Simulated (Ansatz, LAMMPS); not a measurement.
## Finding the fault: glassy 63B2O3-37K2O (mol %) (128 atoms)

Program: Ansatz 0.2.0. The cell: 38 B, 22 K and 68 O.

input.yaml

```yaml
crystal:
  lattice:
    - [12.35273, 0.0, 0.0]
    - [0.0, 12.35273, 0.0]
    - [0.0, 0.0, 12.35273]
  atoms:
    - { symbol: B, position: [0.12011, 0.80596, 0.24333] }
    - { symbol: B, position: [0.04929, 0.25927, 0.22718] }
    - { symbol: B, position: [0.08051, 0.58024, 0.21889] }
    - { symbol: B, position: [0.33063, 0.17527, 0.8472] }
    - { symbol: B, position: [0.47863, 0.16321, 0.67681] }
    - { symbol: B, position: [0.46919, 0.16444, 0.44651] }
    - { symbol: B, position: [0.62857, 0.32369, 0.44649] }
    - { symbol: B, position: [0.44924, 0.37486, 0.89637] }
    - { symbol: B, position: [0.21837, 0.63366, 0.97662] }
    - { symbol: B, position: [0.51116, 0.70186, 0.09645] }
    - { symbol: B, position: [0.76755, 0.7919, 0.9172] }
    - { symbol: B, position: [0.33712, 0.62199, 0.40313] }
    - { symbol: B, position: [0.42104, 0.49636, 0.07836] }
    - { symbol: B, position: [0.24737, 0.83811, 0.06526] }
    - { symbol: B, position: [0.8698, 0.5896, 0.23927] }
    - { symbol: B, position: [0.38529, 0.99554, 0.97365] }
    - { symbol: B, position: [0.90978, 0.70634, 0.43856] }
    - { symbol: B, position: [0.72166, 0.70071, 0.10843] }
    [... 104 atom lines left out ...]
    - { symbol: O, position: [0.96741, 0.57065, 0.88589] }
    - { symbol: O, position: [0.46359, 0.14394, 0.56749] }
    - { symbol: O, position: [0.99755, 0.27429, 0.1285] }
    - { symbol: O, position: [0.19742, 0.4878, 0.60503] }
    - { symbol: O, position: [0.55838, 0.2391, 0.42995] }
    - { symbol: O, position: [0.03522, 0.10358, 0.80482] }
kpoints:
  mp_grid: { grid: [1, 1, 1] }
hamiltonian:
  xc: pbe
scf:
  max_iter: 100
output:
  forces: true
```

Command:

```bash
$ ansatz run input.yaml --threads 4 --pin off --max-ram 8192MiB --backend cpu --events-out ev --progress --plain --runs-dir out
```

The program printed:

```text
Error: YAML parse error: `scf.occupations.method` is required: fixed only where the cell keeps a band gap throughout the run, explicit beside scf.occupations.values (under evaluate: without them), else a smearing such as fermi_dirac (scf.occupations.width is optional; its entry in the input reference gives the default)
```

Elapsed: 0.03 s, on 4 threads of Arm Neoverse N1, shared host; peak memory 0.022 GiB.

**Question.** What is wrong with this input, and how is it mended?

No occupation method: scf.occupations.method removed.

The fix is to set scf.occupations.method back to "fixed".

The program refused it before any cycle.

[Logs are printed without paths, hosts, clocks, repeated set-up lines and the standing remarks that a program may print on its own settings, such as how far it seeks lower states.]

[Hosts, paths, dates, database ids (printed as entryN), source tags and the programs' standing remarks are cut or masked in the printed files.]
